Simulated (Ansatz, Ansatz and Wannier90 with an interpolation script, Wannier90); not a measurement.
Rows from a G0W0 calculation on MgO (Fm-3m) (Ansatz 0.2.0; G0W0 on LDA, plane waves, PAW; 10×10×10 mesh, 89 empty bands, screening to 160 eV), in eV. Spin-orbit coupling is left out.

The database entry behind the starting cell lists a temperature of 1305 K, so it need not match the best structure at ambient conditions.

| row | k | band | start | Σx | Σc at the solution | Vxc |
| --- | --- | --- | --- | --- | --- | --- |
| A | Γ | c1 | 11.527 | -10.168 | -3.620 | -15.056 |
| B | Γ | v1 | 7.261 | -26.177 | 4.083 | -20.922 |

Give the quasiparticle energies and the shift of each level.

The quasiparticle equation reads E = start + Σx + Σc(E) − Vxc.

```
row  E (eV)  shift (eV)
  A  12.795      +1.268
  B   6.089      −1.172
```

Limits: not at the basis limit.

[Paths, hosts, dates, memory and timing lines, banners, echoed tables and standing remarks are left out of the program output.]

[Logs are printed without paths, hosts, clocks, repeated set-up lines and the standing remarks that a program may print on its own settings, such as how far it seeks lower states.]

[Runs of the session that timed out or met a known fault of the program may be left out.]

[Hosts, paths, dates, database ids (printed as entryN), source tags and the programs' standing remarks are cut or masked in the printed files.]
